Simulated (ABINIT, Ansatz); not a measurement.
# Excitons of Li2SnF6 (P-31m): kernels and approximations, part 2 of 3

Wanted: excitons and ε₂ of Li2SnF6 (P-31m), with cost.

ABINIT 10.8.3 and Ansatz 0.2.0; PBEsol and many-body steps on it, plane waves. Known limits of the many-body steps: not at the basis limit; no spin-orbit coupling; coarse k mesh; bindings not settled in the k mesh.

So far. Step 4 (Self-energy, 3×3×2 mesh, 81 bands, screening to 98 eV): The gap on the mesh goes from 5.25 eV to 9.81 eV, a correction of +4.56 eV. Step 5 (Excitons): The lowest state lies at 7.642 eV, 2.193 eV under the direct gap.

## Step 6: Triplet (no exchange term)

Level of this step: Bethe-Salpeter equation on PBEsol with a scissors shift, plane waves, norm-conserving pseudopotentials (ABINIT).

Contents of run.abi:

```
acell 3*1.0 Angstrom
rprim 
  4.909513934494 -0.000000000024 0.000000000000
  -2.454756967227 4.251763787517 0.000000000000
  0.000000000000 0.000000000000 4.538039080000
ntypat 3
znucl 3 50 9
natom 9
typat 1 1 2 3 3 3 3 3 3
xred 
  0.666666666667 0.333333333333 0.500000000000
  0.333333333333 0.666666666667 0.500000000000
  0.000000000000 0.000000000000 0.000000000000
  0.329091060000 0.329091060000 0.255027190000
  0.670908940000 0.670908940000 0.744972810000
  0.670908940000 0.000000000000 0.255027190000
  0.329091060000 0.000000000000 0.744972810000
  0.000000000000 0.670908940000 0.255027190000
  0.000000000000 0.329091060000 0.744972810000
pp_dirpath "pseudos"
pseudos "Li.upf, Sn.upf, F.upf"
ecut 44
ngkpt 3 3 2
nshiftk 1
shiftk 0 0 0
kptopt 1
chksymbreak 0
istwfk *1
occopt 1
irdwfk 1
optdriver 99
bs_calctype 1
mbpt_sciss 4.561 eV
bs_loband 19
nband 37
bs_exchange_term 0
bs_coulomb_term 11
bs_coupling 0
bs_algorithm 1
bs_freq_mesh 0 14 0.1 eV
zcut 0.15 eV
ecuteps 3.6
ecutwfn 22
inclvkb 2
irdscr 1
indata_prefix "in"
outdata_prefix "out"
tmpdata_prefix "tmp"
```

Launch:

```sh
$ OMP_NUM_THREADS=1 mpirun -n 4 abinit run.abi > log
```

Numbers of over 12 decimals in the logs are rounded to 6 here.

The program printed:

```text
.Version 10.8.3 of ABINIT. v10.8.2 released Aug 2026.

 Symmetries : space group P-3 1 m (#162); Bravais hP (primitive hexag.)
[... echo of the input left out ...]
== DATASET  1 ==================================================================
-   mpi_nproc: 4, omp_nthreads: 1 (-1 if OMP is not activated)

--- !DatasetInfo
iteration_state: {dtset: 1, }
dimensions: {natom: 9, nkpt: 6, mband: 37, nsppol: 1, nspinor: 1, nspden: 1, mpw: 3175, }
cutoff_energies: {ecut:  22.0, pawecutdg:  -1.0, }
electrons: {nelect:   7.00000000E+01, charge:   0.00000000E+00, occopt:   1.00000000E+00, tsmear:   1.00000000E-02, }

 Exciton: Calculation of dielectric properties by solving the Bethe-Salpeter equation
 in frequency domain and reciprocal space on a transitions basis set.
 Based on a program developed by L. Reining, V. Olevano, F. Sottile,
 S. Albrecht, and G. Onida. Incorporated in ABINIT by M. Giantomassi.

.Using double precision arithmetic ; gwpc =  8

[... cell and pseudopotentials left out ...]
--------------------------------------------------------------------------------

 ==== K-mesh for the wavefunctions ====
 Number of points in the irreducible wedge :     6
[... list of points left out ...]
 Together with 12 symmetry operations and time-reversal symmetry
 yields    18 points in the full Brillouin Zone.

 ==== Q-mesh for the screening function ====
 Number of points in the irreducible wedge :     6
[... list of points left out ...]
 Together with 12 symmetry operations and time-reversal symmetry
 yields    18 points in the full Brillouin Zone.

 vcoul_init : cutoff-mode = AUXILIARY_FUNCTION
 q-points for optical limit:   1
     1)      0.000010    0.000020    0.000030
 setmesh: FFT mesh size selected  =    24x   24x   25
[...]
average of density, n =  0.109376
 r_s =    1.2972
 omega_plasma =   31.9019 [eV]

. Writing resonant excitonic Hamiltonian on file out_BSR; file size=   0.00 [Gb].
 Direct diagonalization of the resonant excitonic Hamiltonian, Matrix size= 612
. Using LAPACK sequential version.
 Excitonic eigenvalues in eV up to n=   32
   7.55277   7.55618   7.63521   7.76538   7.79030   7.84674   8.16737   8.17589
   8.18910   8.20305   8.27756   8.38276   8.40479   8.43533   8.84406   8.89563
   8.89920   8.97114   8.98255   9.26222   9.26704   9.31974   9.32237   9.33597
   9.38342   9.41525   9.42543   9.46336   9.46482   9.48371   9.48662   9.49867

 First excitonic eigenvalue=    7.55 [eV]
 Last  excitonic eigenvalue=   17.63 [eV]

 GW  direct gap       9.84  0.00 [eV]
 EXC direct gap       7.55  0.00 [eV]
 EXC binding energy   2.28  0.00 [eV]

 Excitonic eigenvalues up to the GW energy gap [eV]
  1 (  7.55  0.00)
  2 (  7.56  0.00)
  3 (  7.64  0.00)
[...]
59 (  9.82  0.00)
 60 (  9.83  0.00)

 Macroscopic dielectric function:
 omega [eV] <KS_RPA_nlf>  <GW_RPA_nlf>  <BSE>
   0.0000   1.4991   0.0000   1.3213   0.0000   1.4370   0.0000
   0.1000   1.4992   0.0002   1.3213   0.0001   1.4371   0.0002
   0.2000   1.4994   0.0005   1.3213   0.0001   1.4372   0.0003
[...]
0.8000   1.5043   0.0020   1.3225   0.0005   1.4403   0.0013
   0.9000   1.5058   0.0023   1.3228   0.0005   1.4412   0.0014

 Writing KS-RPA macroscopic dielectric function without local fields to file: out_RPA_NLF_MDF
 Writing GW-RPA macroscopic dielectric function without local fields to file: out_GW_NLF_MDF
 Writing EXC Macroscopic dielectric function to file: out_EXC_MDF

== END DATASET(S) ==============================================================
================================================================================

 -outvars: echo values of variables after computation  --------
           etotal      0.0000000000E+00
            nband          37
             nkpt           6
          spgroup         162
 [... the other variables as echoed above ...]

 Calculation completed.
```

The job ended after 23 s (4 MPI ranks of Arm Neoverse V1, shared host; peak memory 0.54 GiB; 90 s of CPU time).

The lowest triplet lies at 7.553 eV; without spin-orbit coupling triplets are dark, so no spectrum is read.

## Step 7: Beyond Tamm-Dancoff

run.abi: that of step 6 with these lines changed.

```diff
@@ -35,5 +35,5 @@
 nband 37
-bs_exchange_term 0
+bs_exchange_term 1
 bs_coulomb_term 11
-bs_coupling 0
+bs_coupling 1
 bs_algorithm 1
```

The program printed:

```text
.Version 10.8.3 of ABINIT. v10.8.2 released Aug 2026.

 Symmetries : space group P-3 1 m (#162); Bravais hP (primitive hexag.)
[... echo of the input left out ...]
== DATASET  1 ==================================================================
-   mpi_nproc: 4, omp_nthreads: 1 (-1 if OMP is not activated)

--- !DatasetInfo
iteration_state: {dtset: 1, }
dimensions: {natom: 9, nkpt: 6, mband: 37, nsppol: 1, nspinor: 1, nspden: 1, mpw: 3175, }
cutoff_energies: {ecut:  22.0, pawecutdg:  -1.0, }
electrons: {nelect:   7.00000000E+01, charge:   0.00000000E+00, occopt:   1.00000000E+00, tsmear:   1.00000000E-02, }

 Exciton: Calculation of dielectric properties by solving the Bethe-Salpeter equation
 in frequency domain and reciprocal space on a transitions basis set.
 Based on a program developed by L. Reining, V. Olevano, F. Sottile,
 S. Albrecht, and G. Onida. Incorporated in ABINIT by M. Giantomassi.

.Using double precision arithmetic ; gwpc =  8

[... cell and pseudopotentials left out ...]
--------------------------------------------------------------------------------

 ==== K-mesh for the wavefunctions ====
 Number of points in the irreducible wedge :     6
[... list of points left out ...]
 Together with 12 symmetry operations and time-reversal symmetry
 yields    18 points in the full Brillouin Zone.

 ==== Q-mesh for the screening function ====
 Number of points in the irreducible wedge :     6
[... list of points left out ...]
 Together with 12 symmetry operations and time-reversal symmetry
 yields    18 points in the full Brillouin Zone.

 vcoul_init : cutoff-mode = AUXILIARY_FUNCTION
 q-points for optical limit:   1
     1)      0.000010    0.000020    0.000030
 setmesh: FFT mesh size selected  =    24x   24x   25
[...]
q = (  0.000000  0.000000  1.364857) [r.l.u.]
 q = (  1.476582 -0.738291  0.000000) [r.l.u.]
 q = ( -0.000000  1.278757  0.000000) [r.l.u.]
 q = (  0.000000  0.000000  1.364857) [r.l.u.]
 Number of electrons calculated from density =   69.9190; Expected =   70.0000
 average of density, n =  0.109376
 r_s =    1.2972
 omega_plasma =   31.9019 [eV]

. Writing resonant excitonic Hamiltonian on file out_BSR; file size=   0.00 [Gb].
. Writing coupling excitonic Hamiltonian on file out_BSC; file size=   0.00 [Gb].
. Direct diagonalization of the full excitonic Hamiltonian, Matrix size= 1224
. Using LAPACK sequential version to solve FHv = ev with H positive definite.
 First excitonic eigenvalue:    7.64 [eV].
 Last  excitonic eigenvalue:   17.63 [eV].

 GW  direct gap       9.84  0.00 [eV]
 EXC direct gap       7.64  0.00 [eV]
 EXC binding energy   2.19  0.00 [eV]

 Excitonic eigenvalues up to the GW energy gap [eV]
613 (  7.64  0.00)
614 (  7.64  0.00)
615 (  7.76  0.00)
[...]
671 (  9.83  0.00)
672 (  9.84  0.00)

 Macroscopic dielectric function:
 omega [eV] <KS_RPA_nlf>  <GW_RPA_nlf>  <BSE>
   0.0000   1.4991   0.0000   1.3213   0.0000   1.3616   0.0000
   0.1000   1.4992   0.0002   1.3213   0.0001   1.3616   0.0001
   0.2000   1.4994   0.0005   1.3213   0.0001   1.3618   0.0002
[...]
0.8000   1.5043   0.0020   1.3225   0.0005   1.3639   0.0009
   0.9000   1.5058   0.0023   1.3228   0.0005   1.3645   0.0010

 Writing KS-RPA macroscopic dielectric function without local fields to file: out_RPA_NLF_MDF
 Writing GW-RPA macroscopic dielectric function without local fields to file: out_GW_NLF_MDF
 Writing EXC Macroscopic dielectric function to file: out_EXC_MDF

== END DATASET(S) ==============================================================
================================================================================

 -outvars: echo values of variables after computation  --------
           etotal      0.0000000000E+00
            nband          37
             nkpt           6
          spgroup         162
 [... the other variables as echoed above ...]

 Calculation completed.
```

Wall time 40 s (4 MPI ranks); peak memory 0.54 GiB; 2.7 min of CPU time.

This step gave:

* direct gap of the transition levels: 9.835 eV
* transitions in the window: 612
* lowest state: 7.64 eV
* binding of the lowest state below the direct gap: 2.195 eV
* Coulomb term of one mesh cell: 1.566 eV

The binding is 1.4 times the screened Coulomb term of one mesh cell (1.57 eV), so it is not shown settled.

The lowest state lies at 7.640 eV, 2.195 eV under the direct gap.

## Step 8: Dielectric constant by perturbation theory

This step: Ansatz 0.2.0; DFT, PBEsol, linear response to an electric field, plane waves, PAW.

ε∞ sets how strongly the crystal screens. Perturbation theory gives it with local fields and without a sum over empty bands.

Contents of input.yaml:

```yaml
crystal:
  lattice:
    - [4.9095139345, 0.0, 0.0]
    - [-2.4547569672, 4.2517637875, 0.0]
    - [0.0, 0.0, 4.53803908]
  atoms:
    - { symbol: Li, position: [0.6666666667, 0.3333333333, 0.5] }
    - { symbol: Li, position: [0.3333333333, 0.6666666667, 0.5] }
    - { symbol: Sn, position: [0.0, 0.0, 0.0] }
    - { symbol: F, position: [0.32909106, 0.32909106, 0.25502719] }
    - { symbol: F, position: [0.67090894, 0.67090894, 0.74497281] }
    - { symbol: F, position: [0.67090894, 0.0, 0.25502719] }
    - { symbol: F, position: [0.32909106, 0.0, 0.74497281] }
    - { symbol: F, position: [0.0, 0.67090894, 0.25502719] }
    - { symbol: F, position: [0.0, 0.32909106, 0.74497281] }
kpoints:
  mp_grid: { grid: [6, 6, 6] }
hamiltonian:
  xc: pbesol
scf:
  occupations: { method: fixed }
dielectric: {}
```

Launch:

```sh
$ ansatz run input.yaml --threads 4 --pin off --max-ram 7372MiB --backend cpu --events-out ev --progress --plain --runs-dir out
```

The program printed:

```text
Engine: ansatz 0.2.0, aarch64-unknown-linux-gnu
Pseudopotentials: kind: paw
Pseudopotential: Li, paw, valence charge 3, recommended cutoff 420 eV (normal), Li.paw.azcp
Pseudopotential: Sn, paw, valence charge 14, recommended cutoff 420 eV (normal), Sn.paw.azcp
Pseudopotential: F, paw, valence charge 7, recommended cutoff 420 eV (normal), F.paw.azcp
Functional definition: PBEsol
  exchange = pbesol_x
  correlation = pbesol_c
[...]
site 4:
[...]
site 5:
[...]
site 6:
[...]
site 7:
[...]
-0.16911    0.29291   -1.01747
    site 8:
        -0.90524    0.16041   -0.18102
         0.16041   -1.09047    0.31354
        -0.16911    0.29291   -1.01747
  Z* charge neutrality: 2.011e-4 e pre-enforcement
  k-mesh period / interband length: 27.2 Å / 1.00 Å = 27.10 at k = (0.0000, 0.0000, 0.0000), direct gap 5.308 eV — 14 or more, which is no proof of convergence
[key lines of the parts left out:]
SCF converged after 8 iterations
Free energy (F): -11166.400648 eV
Fermi energy:    2.086696 eV
```

Run time: 40 s. Hardware: 4 threads; peak memory 1.2 GiB; 2.5 min of CPU time.

The field response gives a mean ε∞ of 2.31, which the model screening below takes as its input.

## Step 9: Model screening

This step: ABINIT 10.8.3; Bethe-Salpeter equation on PBEsol with a scissors shift, plane waves, norm-conserving pseudopotentials.

run.abi: that of step 7 with these lines changed.

```diff
@@ -36,6 +36,6 @@
 bs_exchange_term 1
-bs_coulomb_term 11
-bs_coupling 1
-bs_algorithm 1
-bs_freq_mesh 0 14 0.1 eV
+bs_coulomb_term 21
+bs_coupling 0
+bs_algorithm 2
+bs_freq_mesh 0 16 0.1 eV
 zcut 0.15 eV
@@ -44,3 +44,6 @@
 inclvkb 2
-irdscr 1
+mdf_epsinf 2.31
+irdden 1
+bs_haydock_niter 300
+bs_haydock_tol -0.02 0
 indata_prefix "in"
```

Launch:

```sh
$ OMP_NUM_THREADS=1 mpirun -n 4 abinit run.abi > log
```

The program printed:

```text
.Version 10.8.3 of ABINIT. v10.8.2 released Aug 2026.

 Symmetries : space group P-3 1 m (#162); Bravais hP (primitive hexag.)
[... echo of the input left out ...]
== DATASET  1 ==================================================================
-   mpi_nproc: 4, omp_nthreads: 1 (-1 if OMP is not activated)

--- !DatasetInfo
iteration_state: {dtset: 1, }
dimensions: {natom: 9, nkpt: 6, mband: 37, nsppol: 1, nspinor: 1, nspden: 1, mpw: 3175, }
cutoff_energies: {ecut:  22.0, pawecutdg:  -1.0, }
[...]
0.1000   1.4992   0.0002   1.3213   0.0001   1.3804   0.0001
   0.2000   1.4994   0.0005   1.3213   0.0001   1.3805   0.0002
[...]
0.8000   1.5043   0.0020   1.3225   0.0005   1.3826   0.0009
   0.9000   1.5058   0.0023   1.3228   0.0005   1.3832   0.0010

== END DATASET(S) ==============================================================
================================================================================

 -outvars: echo values of variables after computation  --------
           etotal      0.0000000000E+00
            nband          37
             nkpt           6
          spgroup         162
 [... the other variables as echoed above ...]

 Calculation completed.
```

The job ended after 23 s (4 MPI ranks; peak memory 0.53 GiB).

Numbers from this step:

| Item | Value |
| --- | --- |
| direct gap of the transition levels | 9.835 eV |
| transitions in the window | 612 |
| Coulomb term of one mesh cell | 1.479 eV |

The ε₂ has structure finer than the step of the table below, so its rows give means over 0.5 eV, whole bins alone (the curve runs from 0 to 15.9 eV). Peaks (eV: height): BSE 8.10: 1.95, 11.10: 1.53, 11.90: 1.23, 13.00: 1.30, 13.80: 1.28; no electron-hole interaction 9.90: 0.605, 11.30: 1.19, 12.60: 1.18, 14.00: 2.13, 15.40: 1.33; Kohn-Sham, no shift 5.40: 0.632, 6.80: 1.16, 8.00: 1.15, 9.50: 2.09, 10.90: 1.30.

Mean over the three Cartesian directions of q; broadening 0.15 eV; transition window only. Limits: finite bands, cutoff and mesh; no spin-orbit coupling; coarse k mesh; exciton not shown settled in the k mesh. Table of ε₂ by photon energy; means over each step:

```
photon energy (eV)      BSE  no electron-hole interaction  Kohn-Sham, no shift
               0.5   5.1e-4                        3.0e-4              0.00124
               1.0  0.00108                        6.0e-4              0.00254
               1.5  0.00166                        9.0e-4              0.00402
               2.0  0.00231                       0.00124              0.00581
               2.5  0.00304                       0.00161              0.00810
               3.0  0.00391                       0.00200               0.0113
               3.5  0.00498                       0.00243               0.0161
               4.0  0.00634                       0.00296               0.0249
               4.5  0.00814                       0.00356               0.0466
               5.0   0.0107                       0.00427                0.193
               5.5   0.0145                       0.00514                0.445
               6.0   0.0208                       0.00627                0.647
               6.5   0.0331                       0.00772                0.882
               7.0   0.0649                       0.00970                 1.03
               7.5    0.227                        0.0125                0.770
               8.0     1.40                        0.0170                0.915
               8.5    0.754                        0.0249                0.414
               9.0    0.382                        0.0436                 1.15
               9.5    0.313                         0.151                 1.74
              10.0    0.449                         0.461                0.871
              10.5    0.815                         0.571                0.934
              11.0     1.26                         0.862                 1.24
              11.5    0.766                          1.05                0.956
              12.0    0.921                         0.810                0.384
              12.5    0.452                         0.902                0.207
              13.0     1.00                         0.455                0.119
              13.5    0.886                         0.982               0.0915
              14.0     1.07                          1.82               0.0336
              14.5    0.924                         0.915               0.0177
              15.0    0.596                         0.885               0.0127
              15.5    0.282                          1.25              0.00988
```

## Step 10: Empty states on the mesh, 3×3×4 mesh, 56 bands

This step: DFT, PBEsol, plane waves, norm-conserving pseudopotentials.

run.abi: that of step 9 with these lines changed.

```diff
@@ -22,28 +22,15 @@
 ecut 44
-ngkpt 3 3 2
+ngkpt 3 3 4
 nshiftk 1
-shiftk 0 0 0
-kptopt 1
+shiftk 0.11 0.21 0.31
+kptopt 3
 chksymbreak 0
+iscf -2
+irdden 1
 istwfk *1
-occopt 1
-irdwfk 1
-optdriver 99
-bs_calctype 1
-mbpt_sciss 4.561 eV
-bs_loband 19
-nband 37
-bs_exchange_term 1
-bs_coulomb_term 21
-bs_coupling 0
-bs_algorithm 2
-bs_freq_mesh 0 16 0.1 eV
-zcut 0.15 eV
-ecuteps 3.6
-ecutwfn 22
-inclvkb 2
-mdf_epsinf 2.31
-irdden 1
-bs_haydock_niter 300
-bs_haydock_tol -0.02 0
+nband 56
+nbdbuf 4
+tolwfr 1e-09
+nstep 60
+prtvol 0
 indata_prefix "in"
```

The program printed:

```text
.Version 10.8.3 of ABINIT. v10.8.2 released Aug 2026.

 Symmetries : space group P-3 1 m (#162); Bravais hP (primitive hexag.)
[... echo of the input left out ...]
== DATASET  1 ==================================================================
-   mpi_nproc: 4, omp_nthreads: 1 (-1 if OMP is not activated)

--- !DatasetInfo
iteration_state: {dtset: 1, }
dimensions: {natom: 9, nkpt: 36, mband: 56, nsppol: 1, nspinor: 1, nspden: 1, mpw: 8936, }
cutoff_energies: {ecut:  44.0, pawecutdg:  -1.0, }
[...]
0.54913    0.55436    0.56322    0.58946    0.60319    0.63474    0.64130    0.66738
   0.67228    0.67495    0.67986    0.75383    0.81548    0.82293    0.85971    0.87834
 prteigrs : prtvol=0 or 1, do not print more k-points.

== END DATASET(S) ==============================================================
================================================================================

 -outvars: echo values of variables after computation  --------
            nband          56
             nkpt          36
          spgroup         162
 [... the other variables as echoed above ...]

 Calculation completed.
```

The job ended after 1.7 min (4 MPI ranks; peak memory 0.6 GiB; 6.7 min of CPU time).

Numbers from this step:

```yaml
gap: 5.378 eV
k_of_the_valence_top: 0.0367, 0.4033, 0.0775
k_of_the_conduction_bottom: 0.0367, 0.07, 0.0775
least_direct_gap: 5.444 eV
k_points_computed: 36
lowest_point_of_the_top_converged_band_above_the_valence_top: 19.32 eV
```

On this mesh the gap is 5.378 eV.

[end of part 2 of 3]

[Paths, hosts, dates, memory and timing lines, banners, echoed tables and standing remarks are left out of the program output.]

[Logs are printed without paths, hosts, clocks, repeated set-up lines and the standing remarks that a program may print on its own settings, such as how far it seeks lower states.]

[Runs of the session that timed out or met a known fault of the program may be left out.]

[Hosts, paths, dates, database ids (printed as entryN), source tags and the programs' standing remarks are cut or masked in the printed files.]

[G0W0 gaps are taken among the corrected bands and points alone; a level outside them can change the order at an edge.]

[Where Ansatz stands beside ABINIT at settings called matched, ABINIT's density can come from a denser mesh and the files from another edition; pairs whose starting gaps differed by over 0.03 eV were left out, so agreement reads better than it is.]
